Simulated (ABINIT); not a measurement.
# SrTiO3 (Tausonite): G0W0 with ABINIT, start to end

How does a plane-wave GW calculation on SrTiO3 (Tausonite) run from the first input to the gap?

Method: PBEsol and many-body steps on it, plane waves, in ABINIT 10.8.3.

**Experimental background.**

- Gap 3.77 eV: direct gap (M0 critical point); spectroscopic ellipsometry, second-derivative fit; 300 K; bulk crystal (commercial single crystal) (“Optical probe of ferroelectric order in bulk and thin film perovskite titanates”, 2013, arxiv:1309.1245).

**1. Starting point**

The structure is cubic, space group Pm-3m (No. 221). The conventional cell has a = 3.905 Å, b = 3.905 Å, c = 3.905 Å, α = 90.00°, β = 90.00°, γ = 90.00°. Sr has 12 O at 2.76 Å nearest. Nearest to Ti lie 6 O at 1.95 Å. Nearest to O lie 2 Ti at 1.95 Å and 4 Sr at 2.76 Å. Farther neighbours and most contacts between anions are not listed.

Structure file:

```cif
data_structure
_symmetry_space_group_name_H-M 'P 1'
_symmetry_Int_Tables_number 1
_cell_length_a 3.9053
_cell_length_b 3.9053
_cell_length_c 3.9053
_cell_angle_alpha 90.000
_cell_angle_beta 90.000
_cell_angle_gamma 90.000
_cell_volume 59.56
loop_
_atom_site_label
_atom_site_type_symbol
_atom_site_fract_x
_atom_site_fract_y
_atom_site_fract_z
_atom_site_occupancy
Sr1 Sr 0.50000 0.50000 0.50000 1
Ti2 Ti 0.00000 0.00000 0.00000 1
O3 O 0.50000 0.00000 0.00000 1
O4 O 0.00000 0.50000 0.00000 1
O5 O 0.00000 0.00000 0.50000 1
```

The cell and positions come from the Crystallography Open Database and are kept as given unless a step says otherwise.

**2. Ground state**

This step: ABINIT 10.8.3; DFT, PBEsol, plane waves, norm-conserving pseudopotentials.

The ground-state density comes first.

Input file run.abi:

```
acell 3*1.0 Angstrom
rprim 
  3.905280000000 0.000000000000 0.000000000000
  0.000000000000 3.905280000000 0.000000000000
  0.000000000000 0.000000000000 3.905280000000
ntypat 3
znucl 38 22 8
natom 5
typat 1 2 3 3 3
xred 
  0.500000000000 0.500000000000 0.500000000000
  0.000000000000 0.000000000000 0.000000000000
  0.500000000000 0.000000000000 0.000000000000
  0.000000000000 0.500000000000 0.000000000000
  0.000000000000 0.000000000000 0.500000000000
pp_dirpath "pseudos"
pseudos "Sr.upf, Ti.upf, O.upf"
ecut 38
ngkpt 6 6 6
nshiftk 1
shiftk 0 0 0
kptopt 1
chksymbreak 0
nband 26
occopt 1
tolvrs 1e-10
nstep 60
prtwf 0
indata_prefix "in"
outdata_prefix "out"
tmpdata_prefix "tmp"
```

On the command line:

```bash
$ OMP_NUM_THREADS=1 mpirun -n 4 abinit run.abi > log
```

Numbers of over 12 decimals in the logs are rounded to 6 here.

The log of the run:

```text
.Version 10.8.3 of ABINIT. v10.8.2 released Aug 2026.

 Symmetries : space group Pm -3 m (#221); Bravais cP (primitive cubic)
================================================================================
 Values of the parameters that define the memory need of the present run
     intxc =       0    ionmov =       0      iscf =       7    lmnmax =       6
     lnmax =       6     mgfft =      45  mpssoang =       3    mqgrid =    3001
     natom =       5  nloc_mem =       1    nspden =       1   nspinor =       1
    nsppol =       1      nsym =      48    n1xccc =    2501    ntypat =       3
    occopt =       1   xclevel =       2
-    mband =          26        mffmem =           1         mkmem =           5
       mpw =        4525          nfft =       91125          nkpt =          20
================================================================================
  Rough estimation (10% accuracy) of disk space for files :
================================================================================

--------------------------------------------------------------------------------
------------- Echo of variables that govern the present computation ------------
--------------------------------------------------------------------------------
 -outvars: echo values of preprocessed input variables --------
            acell      1.8897261259E+00  1.8897261259E+00  1.8897261259E+00 Bohr

      chksymbreak           0
             ecut      3.80000000E+01 Hartree
-          fftalg         312

              ixc     -116133
              kpt      0.00000000E+00  0.00000000E+00  0.00000000E+00
                       1.66666667E-01  0.00000000E+00  0.00000000E+00
                       3.33333333E-01  0.00000000E+00  0.00000000E+00
                       5.00000000E-01  0.00000000E+00  0.00000000E+00
                       1.66666667E-01  1.66666667E-01  0.00000000E+00
                       3.33333333E-01  1.66666667E-01  0.00000000E+00
                       5.00000000E-01  1.66666667E-01  0.00000000E+00
                       3.33333333E-01  3.33333333E-01  0.00000000E+00
                       5.00000000E-01  3.33333333E-01  0.00000000E+00
   [... 9 further rows ...]
                       5.00000000E-01  5.00000000E-01  3.33333333E-01
                       5.00000000E-01  5.00000000E-01  5.00000000E-01
         kptrlatt        6    0    0      0    6    0      0    0    6
          kptrlen      4.42794579E+01
P           mkmem           5
            natom           5
            nband          26
            ngfft          45      45      45
             nkpt          20
            nstep          60
             nsym          48
           ntypat           3
              occ      2.000000  2.000000  2.000000  2.000000  2.000000  2.000000
                       2.000000  2.000000  2.000000  2.000000  2.000000  2.000000
                       2.000000  2.000000  2.000000  2.000000  2.000000  2.000000
                       2.000000  2.000000  0.000000  0.000000  0.000000  0.000000
                       0.000000  0.000000
            prtwf           0
            rprim      3.9052800000E+00  0.0000000000E+00  0.0000000000E+00
[...]
spgroup         221

           tolvrs      1.00000000E-10

             xred      5.0000000000E-01  5.0000000000E-01  5.0000000000E-01
[...]
znucl       38.00000   22.00000    8.00000

================================================================================

 chkinp: Checking input parameters for consistency.

================================================================================
== DATASET  1 ==================================================================
-   mpi_nproc: 4, omp_nthreads: 1 (-1 if OMP is not activated)

--- !DatasetInfo
iteration_state: {dtset: 1, }
dimensions: {natom: 5, nkpt: 20, mband: 26, nsppol: 1, nspinor: 1, nspden: 1, mpw: 4525, }
cutoff_energies: {ecut:  38.0, pawecutdg:  -1.0, }
electrons: {nelect:   4.00000000E+01, charge:   0.00000000E+00, occopt:   1.00000000E+00, tsmear:   1.00000000E-02, }

 Real(R)+Recip(G) space primitive vectors, cartesian coordinates (Bohr,Bohr^-1):
 R(1)=  7.3799096  0.0000000  0.0000000  G(1)=  0.1355030  0.0000000  0.0000000
 R(2)=  0.0000000  7.3799096  0.0000000  G(2)=  0.0000000  0.1355030  0.0000000
 R(3)=  0.0000000  0.0000000  7.3799096  G(3)=  0.0000000  0.0000000  0.1355030
 Unit cell volume ucvol=  4.0193251E+02 bohr^3
 Angles (23,13,12)=  9.00000000E+01  9.00000000E+01  9.00000000E+01 degrees

 getcut: wavevector=  0.0000  0.0000  0.0000  ngfft=  45  45  45
         ecut(hartree)=     38.000   => boxcut(ratio)=   2.14855

--- Pseudopotential description ------------------------------------------------
- Sr Generated using ONCVPSP code by D. R. Hamann
- 38.00000  10.00000  180301                  znucl, zion, pspdat
12 -116133 2 -1 1834                          pspcod,pspxc,lmax,lloc,mmax
     nproj     2     2     2
  pspatm : epsatm=   12.46451298
         --- l  ekb(1:nproj) -->
[...]
pspatm: atomic psp has been read  and splines computed

- Ti Generated using ONCVPSP code by D. R. Hamann
- 22.00000  12.00000  180301                  znucl, zion, pspdat
12 -116133 2 -1 1586                          pspcod,pspxc,lmax,lloc,mmax
[...]
ETOT  6  -143.30684883278    -1.058E-02 2.581E-03 1.782E+01
 ETOT  7  -143.31027295596    -3.424E-03 3.801E-03 7.436E-01
 ETOT  8  -143.31042491889    -1.520E-04 1.056E-03 1.740E-02
 ETOT  9  -143.31042867677    -3.758E-06 2.997E-03 5.935E-04
 ETOT 10  -143.31042878342    -1.067E-07 1.093E-03 7.160E-06
 ETOT 11  -143.31042878532    -1.901E-09 2.012E-03 3.271E-06
 ETOT 12  -143.31042878597    -6.462E-10 9.387E-04 3.405E-08
 ETOT 13  -143.31042878598    -9.322E-12 9.858E-04 3.389E-10
 ETOT 14  -143.31042878599    -1.302E-11 6.107E-04 5.180E-12

 At SCF step   14       vres2   =  5.18E-12 < tolvrs=  1.00E-10 =>converged.

 Cartesian components of stress tensor (hartree/bohr^3)
  sigma(1 1)=  9.43156141E-05  sigma(3 2)=  0.00000000E+00
  sigma(2 2)=  9.43156141E-05  sigma(3 1)=  0.00000000E+00
  sigma(3 3)=  9.43156141E-05  sigma(2 1)=  0.00000000E+00

--- !ResultsGS
iteration_state: {dtset: 1, }
comment   : Summary of ground state results
lattice_vectors:
- [  7.3799096,   0.0000000,   0.0000000, ]
- [  0.0000000,   7.3799096,   0.0000000, ]
- [  0.0000000,   0.0000000,   7.3799096, ]
lattice_lengths: [   7.37991,    7.37991,    7.37991, ]
lattice_angles: [ 90.000,  90.000,  90.000, ] # degrees, (23, 13, 12)
lattice_volume:   4.0193251E+02
convergence: {deltae: -1.302E-11, res2:  5.180E-12, residm:  6.107E-04, diffor: null, }
etotal    :  -1.43310429E+02
entropy   :   0.00000000E+00
fermie    :   2.49887453E-01
cartesian_stress_tensor: # hartree/bohr^3
- [  9.43156141E-05,   0.00000000E+00,   0.00000000E+00, ]
- [  0.00000000E+00,   9.43156141E-05,   0.00000000E+00, ]
- [  0.00000000E+00,   0.00000000E+00,   9.43156141E-05, ]
pressure_GPa:  -2.7749E+00
xred      :
- [  5.0000E-01,   5.0000E-01,   5.0000E-01, Sr]
- [  0.0000E+00,   0.0000E+00,   0.0000E+00, Ti]
- [  5.0000E-01,   0.0000E+00,   0.0000E+00,  O]
- [  0.0000E+00,   5.0000E-01,   0.0000E+00,  O]
- [  0.0000E+00,   0.0000E+00,   5.0000E-01,  O]
cartesian_forces: # hartree/bohr
- [ -0.00000000E+00,  -0.00000000E+00,  -0.00000000E+00, ]
- [ -0.00000000E+00,  -0.00000000E+00,  -0.00000000E+00, ]
- [ -0.00000000E+00,  -0.00000000E+00,  -0.00000000E+00, ]
- [ -0.00000000E+00,  -0.00000000E+00,  -0.00000000E+00, ]
- [ -0.00000000E+00,  -0.00000000E+00,  -0.00000000E+00, ]
force_length_stats: {min:   0.00000000E+00, max:   0.00000000E+00, mean:   0.00000000E+00, }

 Integrated electronic density in atomic spheres:
 ------------------------------------------------
 Atom  Sphere_radius  Integrated_density
[...]
================================================================================

 ----iterations are completed or convergence reached----

 Mean square residual over all n,k,spin=   68.125E-07; max=  61.069E-05
 reduced coordinates (array xred) for    5 atoms
       0.500000000000      0.500000000000      0.500000000000
       0.000000000000      0.000000000000      0.000000000000
       0.500000000000      0.000000000000      0.000000000000
       0.000000000000      0.500000000000      0.000000000000
       0.000000000000      0.000000000000      0.500000000000
 rms dE/dt=  0.0000E+00; max dE/dt=  0.0000E+00; dE/dt below (all hartree)
    1       0.000000000000      0.000000000000      0.000000000000
    2       0.000000000000      0.000000000000      0.000000000000
    3       0.000000000000      0.000000000000      0.000000000000
    4       0.000000000000      0.000000000000      0.000000000000
    5       0.000000000000      0.000000000000      0.000000000000

 cartesian coordinates (angstrom) at end:
    1      1.952640     1.952640     1.952640
    2      0.000000     0.000000     0.000000
    3      1.952640     0.000000     0.000000
    4      0.000000     1.952640     0.000000
    5      0.000000     0.000000     1.952640

 cartesian forces (hartree/bohr) at end:
[...]
frms,max,avg= 0.0000000E+00 0.0000000E+00   0.000E+00  0.000E+00  0.000E+00 h/b

 cartesian forces (eV/Angstrom) at end:
    1     -0.000000    -0.000000    -0.000000
    2     -0.000000    -0.000000    -0.000000
    3     -0.000000    -0.000000    -0.000000
    4     -0.000000    -0.000000    -0.000000
    5     -0.000000    -0.000000    -0.000000
 frms,max,avg= 0.0000000E+00 0.0000000E+00   0.000E+00  0.000E+00  0.000E+00 e/A
 length scales=  1.889726125908  1.889726125908  1.889726125908 bohr
              =  1.000000000000  1.000000000000  1.000000000000 angstroms
 prteigrs : about to open file out_EIG
 Fermi (or HOMO) energy (hartree) =   0.24989   Average Vxc (hartree)=  -0.43080
 Eigenvalues (hartree) for nkpt=  20  k points:
 kpt#   1, nband= 26, wtk=  0.00463, kpt=  0.0000  0.0000  0.0000 (reduced coord)
  -1.81316   -0.94762   -0.94549   -0.94549   -0.94549   -0.38581   -0.34888   -0.34888
  -0.28677   -0.28677   -0.28677    0.14533    0.14533    0.14533    0.20639    0.20639
   0.20639    0.23673    0.23673    0.23673    0.31801    0.31801    0.31801    0.41229
   0.41229    0.44578
 prteigrs : prtvol=0 or 1, do not print more k-points.

--- !EnergyTerms
iteration_state     : {dtset: 1, }
comment             : Components of total free energy in Hartree
kinetic             :  6.52024606923781E+01
hartree             :  3.00070718836653E+01
xc                  : -2.94181696883819E+01
Ewald energy        : -1.06245779347251E+02
psp_core            :  4.57002281666717E+00
local_psp           : -1.05608549520870E+02
non_local_psp       : -1.81748562219917E+00
total_energy        : -1.43310428785992E+02
total_energy_eV     : -3.89967543077278E+03
band_energy         : -1.21300918736078E+01

 Cartesian components of stress tensor (hartree/bohr^3)
  sigma(1 1)=  9.43156141E-05  sigma(3 2)=  0.00000000E+00
  sigma(2 2)=  9.43156141E-05  sigma(3 1)=  0.00000000E+00
  sigma(3 3)=  9.43156141E-05  sigma(2 1)=  0.00000000E+00

-Cartesian components of stress tensor (GPa)         [Pressure= -2.7749E+00 GPa]
- sigma(1 1)=  2.77486117E+00  sigma(3 2)=  0.00000000E+00
- sigma(2 2)=  2.77486117E+00  sigma(3 1)=  0.00000000E+00
- sigma(3 3)=  2.77486117E+00  sigma(2 1)=  0.00000000E+00

== END DATASET(S) ==============================================================
================================================================================

 -outvars: echo values of variables after computation  --------
           etotal     -1.4331042879E+02
            nband          26
             nkpt          20
          spgroup         221
 [... the other variables as echoed above ...]

 Calculation completed.
```

Run time: 32 s. Hardware: 4 MPI ranks of Arm Neoverse V2, shared host; peak memory 0.35 GiB.

This step gave:

| Quantity | Value |
| --- | --- |
| total energy | -3899.6754 eV |
| gap | 1.854 eV |
| k of the valence top | 0.5, 0.5, 0.5 |
| k of the conduction bottom | 0, 0, 0 |
| least direct gap | 2.212 eV |
| pressure | -2.775 GPa |

The gap is indirect, with the least direct gap 0.36 eV higher.

The cutoff was set for levels, not for stress, so the pressure can be off by some GPa.

[end of part 1 of 3]

[Paths, hosts, dates, memory and timing lines, banners, echoed tables and standing remarks are left out of the program output.]

[Logs are printed without paths, hosts, clocks, repeated set-up lines and the standing remarks that a program may print on its own settings, such as how far it seeks lower states.]

[Runs of the session that timed out or met a known fault of the program may be left out.]

[Hosts, paths, dates, database ids (printed as entryN), source tags and the programs' standing remarks are cut or masked in the printed files.]

[G0W0 gaps are taken among the corrected bands and points alone; a level outside them can change the order at an edge.]

[Where Ansatz stands beside ABINIT at settings called matched, ABINIT's density can come from a denser mesh and the files from another edition; pairs whose starting gaps differed by over 0.03 eV were left out, so agreement reads better than it is.]
